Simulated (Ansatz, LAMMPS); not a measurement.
## Glassy 58SiO2-12Al2O3-15Na2O-15K2O (mol %) (84 atoms) under strain

Aim: relax glassy 58SiO2-12Al2O3-15Na2O-15K2O (mol %) (84 atoms), then change its volume to read the bulk modulus from the stress.

Method: Kohn-Sham DFT, r2SCAN, PAW (set soft_2), plane waves, in Ansatz 0.2.0.

## 1. Starting point

The cell holds 84 atoms: 15 Si, 6 Al, 8 Na, 8 K and 47 O. Its edges and angles: a = 10.593 Å, b = 10.593 Å, c = 10.593 Å, α = 90.0°, β = 90.0°, γ = 90.0°. 84 atoms (15 Si, 6 Al, 8 Na, 8 K, 47 O) placed at random at 2.53 g/cm³, melted at 4000 K for 10 ps at fixed volume with the Morse and Coulomb pair potential with partial charges (Pedone, Malavasi, Menziani, Cormack and Segre, J. Phys. Chem. B 110, 11780 (2006)). Quenched from 4000 K to 300 K at 30 K/ps and fixed volume, held 10 ps at zero pressure.

Limits known from the start: The quench rate of 30 K/ps is many orders above laboratory rates, so the cell is likely richer in defects and strain than a real sample. The network of bonds at the start is that of the classical potential that made the cell, and needn't be the one that DFT or experiment would give. Sampling is at Γ alone.

## 2. Single point at the start

The forces at the start show how far the geometry lies from a minimum of this functional.

Input file input.yaml:

```yaml
crystal:
  lattice:
    - [10.59257, 0.0, 0.0]
    - [0.0, 10.59257, 0.0]
    - [0.0, 0.0, 10.59257]
  atoms:
    - { symbol: Si, position: [0.54848, 0.73175, 0.8501] }
    - { symbol: Si, position: [0.56891, 0.03173, 0.79573] }
    - { symbol: Si, position: [0.31967, 0.41064, 0.56671] }
    - { symbol: Si, position: [0.34601, 0.90017, 0.48102] }
    - { symbol: Si, position: [0.11617, 0.89238, 0.91828] }
    - { symbol: Si, position: [0.69257, 0.18493, 0.33561] }
    - { symbol: Si, position: [0.398, 0.17529, 0.40648] }
    - { symbol: Si, position: [0.11234, 0.7832, 0.34757] }
    - { symbol: Si, position: [0.60526, 0.80651, 0.39693] }
    - { symbol: Si, position: [0.54326, 0.50346, 0.42236] }
    - { symbol: Si, position: [0.62195, 0.22769, 0.03827] }
    - { symbol: Si, position: [0.8123, 0.62017, 0.75381] }
    - { symbol: Si, position: [0.96676, 0.64975, 0.01795] }
    - { symbol: Si, position: [0.2869, 0.76395, 0.74438] }
    - { symbol: Si, position: [0.06479, 0.35987, 0.41798] }
    - { symbol: Al, position: [0.14717, 0.51111, 0.19504] }
    - { symbol: Al, position: [0.40256, 0.35612, 0.1993] }
    - { symbol: Al, position: [0.75555, 0.00576, 0.54842] }
    - { symbol: Al, position: [0.95647, 0.17022, 0.59753] }
    - { symbol: Al, position: [0.79984, 0.39264, 0.53589] }
    - { symbol: Al, position: [0.97912, 0.8526, 0.63832] }
    - { symbol: Na, position: [0.24115, 0.11484, 0.66194] }
    - { symbol: Na, position: [0.46119, 0.64623, 0.18366] }
    - { symbol: Na, position: [0.05622, 0.59326, 0.5779] }
    - { symbol: Na, position: [0.96724, 0.02071, 0.38721] }
    - { symbol: Na, position: [0.87291, 0.43707, 0.19164] }
    - { symbol: Na, position: [0.23162, 0.1814, 0.86356] }
    - { symbol: Na, position: [0.86864, 0.31154, 0.83327] }
    - { symbol: Na, position: [0.68281, 0.53404, 0.03468] }
    - { symbol: K, position: [0.43529, 0.89838, 0.08639] }
    - { symbol: K, position: [0.55419, 0.30683, 0.70287] }
    - { symbol: K, position: [0.07964, 0.42801, 0.80198] }
    - { symbol: K, position: [0.87715, 0.05557, 0.85173] }
    - { symbol: K, position: [0.31917, 0.51822, 0.92486] }
    - { symbol: K, position: [0.8569, 0.65345, 0.36866] }
    - { symbol: K, position: [0.10467, 0.14419, 0.19714] }
    - { symbol: K, position: [0.82902, 0.89437, 0.17247] }
    - { symbol: O, position: [0.29386, 0.87882, 0.62883] }
    - { symbol: O, position: [0.06279, 0.88598, 0.25314] }
    - { symbol: O, position: [0.32374, 0.04837, 0.44853] }
    - { symbol: O, position: [0.81399, 0.24846, 0.60278] }
    - { symbol: O, position: [0.66981, 0.02794, 0.68273] }
    - { symbol: O, position: [0.9408, 0.44019, 0.46634] }
    - { symbol: O, position: [0.02132, 0.79121, 0.98264] }
    - { symbol: O, position: [0.30674, 0.3936, 0.71222] }
    - { symbol: O, position: [0.72249, 0.33499, 0.00117] }
    - { symbol: O, position: [0.48862, 0.29058, 0.07062] }
    - { symbol: O, position: [0.89251, 0.72503, 0.67625] }
    - { symbol: O, position: [0.03216, 0.19933, 0.73082] }
    - { symbol: O, position: [0.18881, 0.6636, 0.71228] }
    - { symbol: O, position: [0.48833, 0.86051, 0.47761] }
    - { symbol: O, position: [0.04166, 0.21976, 0.45546] }
    - { symbol: O, position: [0.88804, 0.60475, 0.89031] }
    - { symbol: O, position: [0.51255, 0.66522, 0.97994] }
    - { symbol: O, position: [0.24925, 0.82456, 0.88497] }
    - { symbol: O, position: [0.43772, 0.08577, 0.7579] }
    - { symbol: O, position: [0.85931, 0.65504, 0.12455] }
    - { symbol: O, position: [0.76231, 0.3101, 0.34105] }
    - { symbol: O, position: [0.59186, 0.65083, 0.39258] }
    - { symbol: O, position: [0.2642, 0.80906, 0.38491] }
    - { symbol: O, position: [0.07289, 0.55478, 0.05246] }
    - { symbol: O, position: [0.17535, 0.41552, 0.50658] }
    - { symbol: O, position: [0.13278, 0.02075, 0.98159] }
    - { symbol: O, position: [0.72789, 0.84927, 0.47654] }
    - { symbol: O, position: [0.51965, 0.43378, 0.29249] }
    - { symbol: O, position: [0.08649, 0.38234, 0.27333] }
    - { symbol: O, position: [0.37988, 0.28063, 0.5132] }
    - { symbol: O, position: [0.67576, 0.6717, 0.79763] }
    - { symbol: O, position: [0.76348, 0.07834, 0.40691] }
    - { symbol: O, position: [0.34197, 0.22902, 0.27625] }
    - { symbol: O, position: [0.04444, 0.81276, 0.48627] }
    - { symbol: O, position: [0.54815, 0.16859, 0.39558] }
    - { symbol: O, position: [0.66631, 0.16742, 0.18455] }
    - { symbol: O, position: [0.4002, 0.51402, 0.49637] }
    - { symbol: O, position: [0.82097, 0.49178, 0.68386] }
    - { symbol: O, position: [0.59115, 0.8487, 0.25914] }
    - { symbol: O, position: [0.64366, 0.44373, 0.51353] }
    - { symbol: O, position: [0.30513, 0.47994, 0.16939] }
    - { symbol: O, position: [0.10035, 0.64269, 0.29516] }
    - { symbol: O, position: [0.06347, 0.90276, 0.77067] }
    - { symbol: O, position: [0.42692, 0.70248, 0.75691] }
    - { symbol: O, position: [0.914, 0.00483, 0.59803] }
    - { symbol: O, position: [0.56054, 0.89107, 0.85695] }
    - { symbol: O, position: [0.63462, 0.1265, 0.92119] }
kpoints:
  mp_grid: { grid: [1, 1, 1] }
hamiltonian:
  xc: r2scan
scf:
  occupations: { method: fixed }
output:
  forces: true
```

On the command line:

```console
$ ansatz run input.yaml --threads 4 --pin off --max-ram 8192MiB --backend cpu --events-out ev --progress --plain --runs-dir out
```

Output:

```text
[...]
Pseudopotentials: kind: paw
Pseudopotential: Si, paw, valence charge 4, recommended cutoff 500 eV (meta_gga), Si.paw.azcp
Pseudopotential: Al, paw, valence charge 3, recommended cutoff 500 eV (meta_gga), Al.paw.azcp
Pseudopotential: Na, paw, valence charge 9, recommended cutoff 500 eV (meta_gga), Na.paw.azcp
Pseudopotential: K, paw, valence charge 9, recommended cutoff 500 eV (meta_gga), K.paw.azcp
Pseudopotential: O, paw, valence charge 6, recommended cutoff 500 eV (meta_gga), O.paw.azcp
[... 6 lines on functional and potentials left out ...]
Crystal: 84 atoms, lattice volume = 1188.513 Å³
Basis set: ecut = 500 eV, 30095 PW (Γ), exchange–correlation on 320×320×320 points (64 copies of the dense FFT grid, shifted against one another)
Bands: 336, of which v1, the nominal top of the filled ones, is band 252 counted from 1 (251 counted from 0)
Symmetry: 1 space group operations
Space group: P1 (ITA 1), of the structure as read, at distance tolerance 1.1e-4 Å
k-points: 1
[... 16 lines on functional and potentials left out ...]
Initial density: superposition of atomic densities (neutral atoms: chi_scale 0, normalization atom), corrected by the library's trained network
Initial wavefunctions: pseudopotential atomic-orbital guess
[...]
SCF iter   1: F=—  HF=-63899.423288 eV  |F-HF|=—  |Δ(HF+E_count)|=         —  Δρ=7.68e-3  dr2=7.27e-1  dr2_τ=5.58e0  ethr=1.77e-3  ⟨swp⟩=5.0  Hψ=1117  notcnv=0  defer=82
preconditioner: auto → Resta (q_TF=auto, 2.365 Å⁻¹)  ε∞=2.6  [insulator: Δε(μ)=3.337 eV  Ē_g=18.457 eV  n_scr=250 (ndim 8)  ℏωp=23.4 eV  f_vac=0.140  ε∞_Penn≈2.6]
SCF iter   2: F=—  HF=-63901.569440 eV  |F-HF|=—  |Δ(HF+E_count)|=    2.15e0  Δρ=4.40e-3  dr2=1.58e-1  dr2_τ=1.70e-2  ethr=1.44e-4  ⟨swp⟩=2.0  Hψ=583  notcnv=0  defer=82
SCF iter   3: F=—  HF=-63901.549182 eV  |F-HF|=—  |Δ(HF+E_count)|=   2.03e-2  Δρ=1.14e-3  dr2=1.64e-2  dr2_τ=1.80e-3  ethr=3.13e-5  ⟨swp⟩=2.0  Hψ=426  notcnv=0  defer=74
automatic band count: iteration 3 solves 328 bands in place of 336: the levels show a gap, and the empty bands left out lie too high to hold charge; the band table lists the bands solved (type scf.n_extra_bands for more)
SCF iter   4: F=—  HF=-63901.547832 eV  |F-HF|=—  |Δ(HF+E_count)|=   1.35e-3  Δρ=4.26e-4  dr2=1.93e-3  dr2_τ=2.78e-4  ethr=3.25e-6  ⟨swp⟩=2.0  Hψ=464  notcnv=0  defer=74
SCF iter   5: F=—  HF=-63901.547809 eV  |F-HF|=—  |Δ(HF+E_count)|=   2.35e-5  Δρ=1.43e-4  dr2=3.24e-4  dr2_τ=2.67e-5  ethr=3.82e-7  ⟨swp⟩=2.0  Hψ=469  notcnv=0  defer=74
[...]
SCF iter   9: F=—  HF=-63901.548163 eV  |F-HF|=—  |Δ(HF+E_count)|=   5.44e-7  Δρ=2.76e-6  dr2=1.01e-7  dr2_τ=9.55e-9  ethr=2.10e-10  ⟨swp⟩=2.0  Hψ=495  notcnv=0  defer=74
SCF iter  10: F=-63901.548163 eV  HF=-63901.548163 eV  |F-HF|=1.41e-8  |Δ(HF+E_count)|=   1.16e-7  Δρ=1.90e-6  dr2=3.69e-8  dr2_τ=4.72e-9  ethr=1.98e-11  ⟨swp⟩=4.0  Hψ=887  notcnv=0
SCF 1 converged in 10 iterations: F = -63901.548163 eV  dr2 = 3.69e-8
[...]
SCF converged after 10 iterations
Free energy (F): -63901.548163 eV
Harris-Foulkes:  -63901.548163 eV  (|F-HF|=1.41e-8)
Internal energy: -63901.548163 eV  (E = F + TS)
E sigma→0 (E₀):  -63901.548163 eV
Fermi energy:    3.708013 eV
--- Per-component energies (eV) ---
[...]
Σ components = -63901.548163   (vs F -63901.548163, Δ=0.00e0)
--- Forces (eV/Å), atoms counted from 1 ---
  atom   1  Si    -1.81425605     1.15116650    -0.14313291
  atom   2  Si    -0.26444767     0.07774995     1.03079006
  atom   3  Si    -1.79177086    -0.68964524    -0.55995075
  atom   4  Si    -1.86174467    -2.35804234     1.73537221
[...]
atom  84  O     -0.88634316    -1.56282494    -1.11633509
  max |Σ_I F_I| component: 2.00e-4 eV/Å
```

The job ended after 28 s (4 threads of Arm Neoverse V2, shared host; peak memory 3 GiB; 1.8 min of CPU time).

The column dr2 measures how far the density is from self-consistency, as an energy; F and HF (Harris–Foulkes) agree once it is small.

The r.m.s. force at the start is 1.2 eV/Å.

[end of part 1 of 3]

[Logs are printed without paths, hosts, clocks, repeated set-up lines and the standing remarks that a program may print on its own settings, such as how far it seeks lower states.]

[Hosts, paths, dates, database ids (printed as entryN), source tags and the programs' standing remarks are cut or masked in the printed files.]
